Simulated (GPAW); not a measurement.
# Surface energy and work function of Rh(100) from slabs of 4 to 14 layers (LDA)

How do energy and work function of Rh(100) films settle with thickness, and what surface energy follows?

Set-up. GPAW 26.7.0, plane waves at 450 eV with PAW setups; symmetric 1×1 slabs cut at the tabulated lattice constant (two decimals; low-temperature values for the alkali metals), atoms at bulk places, 7.5 Å of vacuum on each side, one in-plane mesh for all thicknesses, Fermi-Dirac smearing of 0.1 eV. Energies are extrapolated to zero smearing and count from the program's reference atoms. Functional LDA. The cell's area is 7.220 Å².

Results, with one row withheld:

```tsv
layers	energy (eV)	work function (eV)
4	−32.1499	5.44
5	−40.9112	5.43
6	−49.6736	5.42
7	−58.4192	5.42
8	−67.1489	5.42
9	−75.8984	5.42
10	−84.6428	5.42
11	−93.3821	5.42
12	−102.1245	5.42
14	?	?
```

Q: What surface energy do these runs give, and what energy and work function should the 14-layer slab have?

A: A slab of n layers has E(n) = nε + 2Aγ once its middle is bulk-like. A line through n = 6 to 12 has the slope ε = −8.7419 eV a layer and the intercept 2Aγ = 2.7783 eV (r.m.s. residual 3.5 meV). So γ = 2.7783 / (2 × 7.220 Å²) = 0.1924 eV/Å² = 3.08 J/m², with a standard error of about 0.01 J/m² from the scatter about the line. For 14 layers: 2.7783 + 14 × (−8.7419) = −119.608 eV; the run gives −119.611 eV, 3.4 meV under the line. The work function has no such law: from 6 to 12 layers it stays at 5.42 eV, and the 14-layer slab gives 5.42 eV. The thinnest slab, 4 layers, lies +0.02 eV from that mean. The measured value for this face is 5.30 eV (“Anisotropic work function of elemental crystals” (2019, arxiv:1902.07811)); the unrelaxed 14-layer slab lies 0.12 eV over it.

Caveats: The surfaces are unrelaxed, so γ is an upper bound for this functional and lattice constant. The tabulated lattice constant isn't the functional's own, which strains the slab a little. The runs had no spin polarisation.

[Logs are printed without paths, hosts, clocks, repeated set-up lines and the standing remarks that a program may print on its own settings, such as how far it seeks lower states.]
